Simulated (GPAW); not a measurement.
# Work function of Al2SSe monolayer at several levels, part 2 of 2

How far do functional and basis move the work function of Al2SSe monolayer? Where a layer proves gapped, the work function hangs on where the smearing puts the Fermi level, and the band edges take its place.

GPAW 26.7.0; GPAW, PAW setups; layer in a repeated cell with vacuum, relaxation of atoms and in-plane cell (the session's first sound run).

So far, upper work function (eV): step 3 (the slab's potential, PBE, GPAW) 4.98; step 5 (self-consistent run: xc = "vdW-DF2", GPAW, PAW setups, GPAW) 5.39; step 6 (self-consistent run: xc = "LDA") 5.22; step 7 (self-consistent run: xc = "revPBE") 4.89; step 8 (OptPBE vdW: xc = "optPBE-vdW", GPAW, PAW setups, GPAW) 5.18.

**9. Real-space grid: mode = "fd"**

Level of this step: GPAW, PAW setups; slab in vacuum (GPAW).

A real-space grid is a second complete basis, so it checks the plane-wave result.

Contents of run.py:

```python
import json
import numpy as np
from ase import Atoms
from gpaw import GPAW

slab = Atoms(
    ['Se', 'Al', 'Al', 'S'],
    positions=[
        [-0.00000, 2.12520, 7.00000],
        [0.00000, -0.00000, 8.21104],
        [0.00000, 0.00000, 10.80423],
        [-0.00000, 2.12520, 11.82815]],
    cell=[[3.68095, 0.0, 0.0], [-1.84047, 3.18779, 0.0], [0.0, 0.0, 18.8281]],
    pbc=[True, True, False])

slab.calc = GPAW(mode='fd', h=0.18, xc='PBE', kpts={'size': (9, 9, 1), 'gamma': True},
                 occupations={'name': 'fermi-dirac', 'width': 0.05}, nbands='200%',
                 convergence={'density': 1e-05}, maxiter=200,
                 poissonsolver={'dipolelayer': 'xy'},
                 symmetry={'tolerance': 1e-3}, txt='slab.txt')
result = {}
energy = slab.get_potential_energy()
fermi = slab.calc.get_fermi_level()
v = slab.calc.get_electrostatic_potential().mean((0, 1)) - fermi
n = slab.calc.get_pseudo_density().mean((0, 1))
L = slab.cell[2, 2]
z = np.arange(len(v)) * L / len(v)
low, high = slab.positions[:, 2].min(), slab.positions[:, 2].max()
below, above = np.interp([low - 4.8, high + 4.8], z, v)
slopes = [np.interp(x, z, np.gradient(v, z)) for x in (low - 4.8, high + 4.8)]
eps = np.array([[slab.calc.get_eigenvalues(k, s) for k in range(len(slab.calc.get_ibz_k_points()))]
                for s in range(slab.calc.get_number_of_spins())]) - fermi
top, bottom = eps[eps < 0].max(), eps[eps > 0].min()
dipole = slab.get_dipole_moment()[2]
print(f'energy {energy:.4f} eV, Fermi level {fermi:.4f} eV, dipole {dipole:.5f} e A')
print(f'potential 4.8 A off the faces, from the Fermi level: lower {below:.4f} eV, upper {above:.4f} eV')
print(f'slope of the potential there: lower {slopes[0]:.5f}, upper {slopes[1]:.5f} eV/A')
print(f'nearest levels on the mesh: {top:.4f} and {bottom:.4f} eV')
print('magnetic moment', round(slab.get_magnetic_moment(), 3))
result.update(energy=energy, fermi=fermi, dipole=dipole, below=below, above=above, slopes=slopes, edges=[top, bottom],
              z=z.tolist(), v=v.tolist(), n=n.tolist(), positions=slab.positions.tolist(),
              forces=slab.get_forces(apply_constraint=False).tolist(), moments=slab.get_magnetic_moments().tolist())
json.dump(result, open('result.json', 'w'))
```

Launch:

```sh
$ OMP_NUM_THREADS=1 OPENBLAS_NUM_THREADS=1 python run.py
```

The program printed:

```text
energy -18.0719 eV, Fermi level -4.9539 eV, dipole -0.00493 e A
potential 4.8 A off the faces, from the Fermi level: lower 4.9159 eV, upper 4.9919 eV
slope of the potential there: lower -0.00011, upper 0.00007 eV/A
nearest levels on the mesh: -1.0611 and 1.0201 eV
magnetic moment 0.0
```

Run time: 45 s. Hardware: 1 thread of Arm Neoverse V1, shared host; peak memory 0.32 GiB.

This step gave:

```yaml
dipole_along_the_normal: -0.004928 e·Å
levels_nearest_the_fermi_level_on_the_mesh: -1.061, 1.020 eV from the Fermi level
upper_work_function: 4.992 eV
lower_work_function: 4.916 eV
upper_ionisation_energy: 6.053 eV
```

Electrostatic potential energy of an electron (without an applied field's), less the Fermi level, planar mean against z:

| z (Å) | electrostatic potential energy of an electron (without an applied field's), less the Fermi level, planar mean (eV) |
| --- | --- |
| 0.0 | 4.95 |
| 0.5 | 4.92 |
| 1.0 | 4.92 |
| 1.5 | 4.92 |
| 2.0 | 4.92 |
| 2.5 | 4.92 |
| 3.0 | 4.92 |
| 3.5 | 4.91 |
| 4.0 | 4.91 |
| 4.5 | 4.89 |
| 5.0 | 4.80 |
| 5.5 | 4.40 |
| 6.0 | 2.62 |
| 6.5 | -4.53 |
| 7.0 | -16.6 |
| 7.5 | -8.86 |
| 8.0 | -8.70 |
| 8.5 | -6.61 |
| 9.0 | -0.165 |
| 9.5 | 2.14 |
| 10.0 | -0.105 |
| 10.5 | -6.61 |
| 11.0 | -9.61 |
| 11.5 | -11.6 |
| 12.0 | -12.2 |
| 12.5 | 0.00628 |
| 13.0 | 3.90 |
| 13.5 | 4.76 |
| 14.0 | 4.94 |
| 14.5 | 4.98 |
| 15.0 | 4.99 |
| 15.5 | 4.99 |
| 16.0 | 4.99 |
| 16.5 | 4.99 |
| 17.0 | 4.99 |
| 17.5 | 4.99 |
| 18.0 | 4.99 |
| 18.5 | 4.99 |

The highest filled level lies 1.06 eV under the Fermi level, so the ionisation energy from the upper face is 4.992 + 1.06 = 6.053 eV, against 6.054 eV in the base run.

**10. Atomic orbitals: mode = "lcao"**

Atom-centred orbitals end a few angstrom from the surface, which tests how much the density's tail matters.

Edit run.py of step 9 so:

```diff
@@ -15,4 +15,4 @@
 
-slab.calc = GPAW(mode='fd', h=0.18, xc='PBE', kpts={'size': (9, 9, 1), 'gamma': True},
-                 occupations={'name': 'fermi-dirac', 'width': 0.05}, nbands='200%',
+slab.calc = GPAW(mode='lcao', basis='dzp', h=0.18, xc='PBE', kpts={'size': (9, 9, 1), 'gamma': True},
+                 occupations={'name': 'fermi-dirac', 'width': 0.05}, nbands='120%',
                  convergence={'density': 1e-05}, maxiter=200,
```

The program printed:

```text
energy -17.5002 eV, Fermi level -4.7512 eV, dipole -0.01210 e A
potential 4.8 A off the faces, from the Fermi level: lower 4.6579 eV, upper 4.8445 eV
slope of the potential there: lower 0.00000, upper 0.00000 eV/A
nearest levels on the mesh: -1.0462 and 1.0216 eV
magnetic moment 0.0
```

The job ended after 47 s (1 thread; peak memory 0.24 GiB).

This step gave:

| Quantity | Value |
| --- | --- |
| dipole along the normal | -0.01210 e·Å |
| levels nearest the Fermi level on the mesh | -1.046, 1.022 eV from the Fermi level |
| upper work function | 4.845 eV |
| lower work function | 4.658 eV |
| upper ionisation energy | 5.891 eV |

The highest filled level lies 1.05 eV under the Fermi level, so the ionisation energy from the upper face is 4.845 + 1.05 = 5.891 eV, against 6.054 eV in the base run.

**11. The ladder**

Times are for 1 thread of Arm Neoverse V1, shared host. The runs compared:

| no. | run | upper ionisation energy (eV) | time | memory (GiB) |
| --- | --- | --- | --- | --- |
| 1 | pw | 6.054 | 22 s | 0.19 |
| 2 | RPBE | 5.984 | 22 s | 0.19 |
| 3 | vdW DF2 | 6.488 | 32 s | 0.34 |
| 4 | LDA | 6.237 | 21 s | 0.18 |
| 5 | revPBE | 5.974 | 22 s | 0.19 |
| 6 | optPBE vdW | 6.297 | 31 s | 0.34 |
| 7 | fd | 6.053 | 45 s | 0.32 |
| 8 | lcao | 5.891 | 47 s | 0.24 |

**12. Side by side**

Results and costs are gathered.

This step: comparison of work functions, dipole and cost (GPAW 26.7.0).

Ladder, by row:

| step | code | work function, upper (eV) | work function, lower (eV) | dipole (e Å) | wall time (s) | peak memory (GiB) | threads |
| --- | --- | --- | --- | --- | --- | --- | --- |
| pw | GPAW | 4.979 | 4.903 | -0.004891 | 21.72 | 0.19 | 1 |
| RPBE | GPAW | 4.889 | 4.806 | -0.00535 | 21.74 | 0.19 | 1 |
| vdW-DF2 | GPAW | 5.394 | 5.3 | -0.00603 | 31.92 | 0.34 | 1 |
| LDA | GPAW | 5.217 | 5.175 | -0.002678 | 21.39 | 0.18 | 1 |
| revPBE | GPAW | 4.886 | 4.807 | -0.005128 | 21.75 | 0.19 | 1 |
| optPBE-vdW | GPAW | 5.185 | 5.113 | -0.004616 | 31.08 | 0.34 | 1 |
| fd | GPAW | 4.992 | 4.916 | -0.004928 | 45.19 | 0.32 | 1 |
| lcao | GPAW | 4.845 | 4.658 | -0.0121 | 47.01 | 0.24 | 1 |

**13. Results**

| Quantity | Value |
| --- | --- |
| work function, upper and lower face (Fermi level placed in the gap by the smearing) | 4.979 and 4.903 eV |
| ionisation energy from the upper face (highest filled level on the mesh) | 6.05 eV |
| electron affinity from the upper face (lowest empty Kohn-Sham level on the mesh) | 3.97 eV |
| dipole along the normal | -0.00489 e Å |

With plane waves and PBE the ionisation energy from the upper face is 6.05 eV and the Kohn-Sham electron affinity 3.97 eV. The two faces differ by 0.076 eV, the step that the slab's dipole makes (e p/(ε0 A) gives 0.075 eV), so the dipole layer is needed. The levels nearest the Fermi level on the mesh lie 2.08 eV apart, so the slab is gapped there: the smearing puts the Fermi level inside the gap, and from either face the ionisation energy is the work function plus 1.1 eV. Both are Kohn-Sham levels on the mesh, and semilocal gaps are too small, so the affinity tends to come out too large and the ionisation energy too small. Work functions of a gapped slab move with the place of the Fermi level in the gap; over the runs without a planted fault the highest filled level on the mesh lies 5.89 (lcao) to 6.49 eV (vdW-DF2) under the upper vacuum level. The layer's cell and atoms come from the relaxation; spin-orbit coupling and temperature are left out.

[Logs are printed without paths, hosts, clocks, repeated set-up lines and the standing remarks that a program may print on its own settings, such as how far it seeks lower states.]

[Hosts, paths, dates, database ids (printed as entryN), source tags and the programs' standing remarks are cut or masked in the printed files.]
